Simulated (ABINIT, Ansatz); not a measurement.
# How the form of the self-energy moves the gap of P2Ir (P2_1/c)

How much does the gap of P2Ir (P2_1/c) depend on the approximation to the self-energy?

Main program and level: ABINIT 10.8.3; LDA and many-body steps on it, plane waves.

This is a report of a sequence of runs, with most program output left out.

## (1) Set-up

It takes space group P2_1/c (No. 14, monoclinic). Conventional cell: a = 5.772 Å, b = 5.807 Å, c = 5.872 Å, α = 90.00°, β = 111.25°, γ = 90.00°. P has 1 P at 2.22 Å and 3 Ir at 2.41 to 2.42 Å nearest. Nearest to P lie 1 P at 2.22 Å and 3 Ir at 2.33 to 2.35 Å. Ir has 6 P at 2.33 to 2.42 Å nearest. Farther neighbours are not listed.

The cell and positions are those that the Materials Project relaxed with its own functionals (PBE, PBE+U or r2SCAN), kept fixed. Spin-orbit coupling is left out unless a step names it.

## (2) Empty states on the mesh, 2×2×2 mesh, 661 bands

This step: ABINIT 10.8.3; DFT, LDA, plane waves, norm-conserving pseudopotentials.

The sums over transitions need many empty states on a uniform mesh; this step solves for them.

Contents of run.abi:

```
acell 3*1.0 Angstrom
rprim 
  5.772335097500 0.000000000000 -0.000000000000
  0.000000000000 5.806731510000 0.000000000000
  -2.128499726500 0.000000000000 5.473140883600
ntypat 2
znucl 15 77
natom 12
typat 1 1 1 1 1 1 1 1 2 2 2 2
xred 
  0.158006700000 0.881881860000 0.870287720000
  0.841993300000 0.381881860000 0.629712280000
  0.841993300000 0.118118140000 0.129712280000
  0.158006700000 0.618118140000 0.370287720000
  0.334322990000 0.377205270000 0.188546390000
  0.665677010000 0.877205270000 0.311453610000
  0.665677010000 0.622794730000 0.811453610000
  0.334322990000 0.122794730000 0.688546390000
  0.271866410000 0.498830410000 0.791578690000
  0.728133590000 0.998830410000 0.708421310000
  0.728133590000 0.501169590000 0.208421310000
  0.271866410000 0.001169590000 0.291578690000
pp_dirpath "pseudos"
pseudos "P.upf, Ir.upf"
ecut 24
ngkpt 2 2 2
nshiftk 1
shiftk 0 0 0
kptopt 1
chksymbreak 0
iscf -2
irdden 1
istwfk *1
nband 661
nbdbuf 60
tolwfr 1e-09
nstep 60
prtvol 0
indata_prefix "in"
outdata_prefix "out"
tmpdata_prefix "tmp"
```

Command:

```bash
$ OMP_NUM_THREADS=2 mpirun -n 8 abinit run.abi > log
```

Wall time 5.4 min (8 MPI ranks of Arm Neoverse V2, shared host); peak memory 1.4 GiB.

Numbers from this step:

```yaml
gap: 0.6207 eV
k_of_the_valence_top: 0.5, 0.5, 0.5
k_of_the_conduction_bottom: 0, 0, 0
least_direct_gap: 1.526 eV
k_points_computed: 8
lowest_point_of_the_top_converged_band_above_the_valence_top: 105.8689 eV
```

On this mesh the gap is 0.621 eV.

The density comes from a self-consistent run that is not shown.

## (3) Screening, 2×2×2 mesh, 277 bands, screening to 141.5 eV

The RPA dielectric matrix is built and inverted for each q.

This step: RPA screening on LDA, plane waves, norm-conserving pseudopotentials.

run.abi, as its differences from that of step 2:

```diff
@@ -30,10 +30,11 @@
 chksymbreak 0
-iscf -2
-irdden 1
 istwfk *1
-nband 661
-nbdbuf 60
-tolwfr 1e-09
-nstep 60
-prtvol 0
+occopt 1
+irdwfk 1
+optdriver 3
+nband 277
+ecuteps 5.2
+inclvkb 2
+awtr 1
+symchi 1
 indata_prefix "in"
```

Command:

```bash
$ OMP_NUM_THREADS=1 mpirun -n 16 abinit run.abi > log
```

The job ended after 2.9 min (16 MPI ranks; peak memory 11 GiB).

Numbers from this step:

* ε∞ with local fields, on this mesh, along the program's q direction: 18.81
* the same without local fields: 20.04
* plasma frequency: 28.49 eV
* plane waves in the screening matrix: 701

Local fields lower ε∞ by 6 %. On a Γ-centred mesh this coarse the value itself is usually too large, while a short band sum pulls it down.

## (4) G0W0, Godby-Needs plasmon pole

The self-energy is evaluated for the states that the input lists, and the levels follow from it, in one-shot runs by the linearised quasiparticle equation.

This step: G0W0 on LDA, plane waves, norm-conserving pseudopotentials.

run.abi, as its differences from that of step 3:

```diff
@@ -33,8 +33,19 @@
 irdwfk 1
-optdriver 3
+optdriver 4
 nband 277
+gwcalctyp 0
+ecutsigx 24
+symsigma 1
+nkptgw 3
+kptgw 
+  0.5000000000 0.5000000000 0.5000000000
+  0.0000000000 0.0000000000 0.0000000000
+  0.0000000000 0.5000000000 0.5000000000
+bdgw 
+  53 56
+  53 56
+  53 56
 ecuteps 5.2
-inclvkb 2
-awtr 1
-symchi 1
+irdscr 1
+ppmodel 1
 indata_prefix "in"
```

Elapsed: 35 s, on 16 MPI ranks; peak memory 7.1 GiB; 9.4 min of CPU time.

Numbers from this step:

```
G0W0 gap on the points computed              : 1.366 eV
starting gap on the mesh                     : 0.6207 eV
k of the valence top                         : 0, 0.5, 0.5
k of the conduction bottom                   : 0, 0, 0
Z at the valence top                         : 0.8
Z at the conduction bottom                   : 0.795
least direct G0W0 gap on the computed points : 2.152 eV
```

The gap on the mesh goes from 0.62 eV to 1.37 eV, a correction of +0.75 eV.

## (5) G0W0, von der Linden-Horsch plasmon pole

run.abi, as its differences from that of step 4:

```diff
@@ -49,3 +49,3 @@
 irdscr 1
-ppmodel 1
+ppmodel 3
 indata_prefix "in"
```

It took 28 s on 16 MPI ranks; peak memory 5.2 GiB.

This step gave:

* G0W0 gap on the points computed: 1.484 eV
* starting gap on the mesh: 0.6207 eV
* k of the valence top: 0, 0.5, 0.5
* k of the conduction bottom: 0, 0, 0
* Z at the valence top: 0.841
* Z at the conduction bottom: 0.837
* least direct G0W0 gap on the computed points: 2.182 eV

Against G0W0 in ABINIT (2×2×2 mesh, 277 bands, screening to 141.5 eV, Godby-Needs plasmon pole), the gap moves by +0.118 eV.

## (6) G0W0, Hybertsen-Louie plasmon pole

run.abi, as its differences from that of step 5:

```diff
@@ -49,3 +49,3 @@
 irdscr 1
-ppmodel 3
+ppmodel 2
 indata_prefix "in"
```

Run time: 34 s. Hardware: 16 MPI ranks; peak memory 6.2 GiB; 9 min of CPU time.

Numbers from this step:

| Item | Value |
| --- | --- |
| G0W0 gap on the points computed | 1.431 eV |
| starting gap on the mesh | 0.6207 eV |
| k of the valence top | 0, 0.5, 0.5 |
| k of the conduction bottom | 0, 0, 0 |
| least direct G0W0 gap on the computed points | 2.203 eV |

Against G0W0 in ABINIT (2×2×2 mesh, 277 bands, screening to 141.5 eV, Godby-Needs plasmon pole), the gap moves by +0.065 eV.

## (7) One-shot Hartree-Fock

This step: one-shot Hartree-Fock on LDA, plane waves, norm-conserving pseudopotentials.

run.abi, as its differences from that of step 6:

```diff
@@ -34,4 +34,4 @@
 optdriver 4
-nband 277
-gwcalctyp 0
+nband 58
+gwcalctyp 5
 ecutsigx 24
@@ -47,5 +47,4 @@
   53 56
-ecuteps 5.2
-irdscr 1
-ppmodel 2
+ixc_sigma 40
+fftgw 31
 indata_prefix "in"
```

Elapsed: 2.9 s, on 16 MPI ranks; peak memory 0.18 GiB; 45 s of CPU time.

This step gave:

* quasiparticle gap on the points computed: 5.276 eV
* starting gap on the mesh: 0.6207 eV
* k of the valence top: 0.5, 0.5, 0.5
* k of the conduction bottom: 0, 0, 0
* least direct quasiparticle gap on the computed points: 6.676 eV

Against G0W0 in ABINIT (2×2×2 mesh, 277 bands, screening to 141.5 eV, Godby-Needs plasmon pole), the gap moves by +3.910 eV.

## (8) The runs together

Times are wall times on 16 MPI ranks of Arm Neoverse V2, shared host, good to a factor of about two. A run's time includes the screening step that it read.

```tsv
run	mesh	bands	screening cutoff (eV)	DFT gap (eV)	gap on the mesh (eV)	direct (eV)	ε∞ used	time
G0W0, Godby-Needs plasmon pole	2×2×2	277	141.5	0.621	1.366	2.152	18.81	3.5 min
G0W0, von der Linden-Horsch plasmon pole	2×2×2	277	141.5	0.621	1.484	2.182	18.81	3.3 min
G0W0, Hybertsen-Louie plasmon pole	2×2×2	277	141.5	0.621	1.431	2.203	18.81	3.4 min
one-shot Hartree-Fock	2×2×2	-	-	0.621	5.276	6.676	-	2.9 s
```

## (9) Results

```json
{"G0W0, Godby-Needs plasmon pole": "1.366 eV", "G0W0, von der Linden-Horsch plasmon pole": "1.484 eV", "G0W0, Hybertsen-Louie plasmon pole": "1.431 eV", "one-shot Hartree-Fock": "5.276 eV", "known limits": "not at the basis limit; no spin polarisation; d states lean on the start; no spin-orbit coupling; coarse k mesh"}
```

G0W0, von der Linden-Horsch plasmon pole: +0.118 eV against G0W0, Godby-Needs plasmon pole. G0W0, Hybertsen-Louie plasmon pole: +0.065 eV against G0W0, Godby-Needs plasmon pole. One-shot Hartree-Fock: +3.910 eV against G0W0, Godby-Needs plasmon pole. Bare exchange alone opens the gap to 5.28 eV; against G0W0, correlation takes back 3.91 eV. Bands and cutoff are finite, so the gap is not at the basis limit. The miss can reach some tenths of an eV and take either sign; the mesh is an error of its own. In the G0W0 runs levels were corrected at 3 k points alone, so a gap called «on the mesh» is the least over those, and an edge elsewhere would be missed. The 2×2×2 mesh is coarse for this cell, which bears on the long-range parts of exchange and screening. The runs have no spin polarisation. For a closed low-spin shell that is the natural state; where a d or f shell is open it is a constraint, and the gap is then not the crystal's own. With d states at the gap, one-shot GW leans hard on its start. The many-body steps are scalar-relativistic: spin-orbit coupling is not in them.

[Paths, hosts, dates, memory and timing lines, banners, echoed tables and standing remarks are left out of the program output.]

[Logs are printed without paths, hosts, clocks, repeated set-up lines and the standing remarks that a program may print on its own settings, such as how far it seeks lower states.]

[Runs of the session that timed out or met a known fault of the program may be left out.]

[Hosts, paths, dates, database ids (printed as entryN), source tags and the programs' standing remarks are cut or masked in the printed files.]

[G0W0 gaps are taken among the corrected bands and points alone; a level outside them can change the order at an edge.]

[Where Ansatz stands beside ABINIT at settings called matched, ABINIT's density can come from a denser mesh and the files from another edition; pairs whose starting gaps differed by over 0.03 eV were left out, so agreement reads better than it is.]
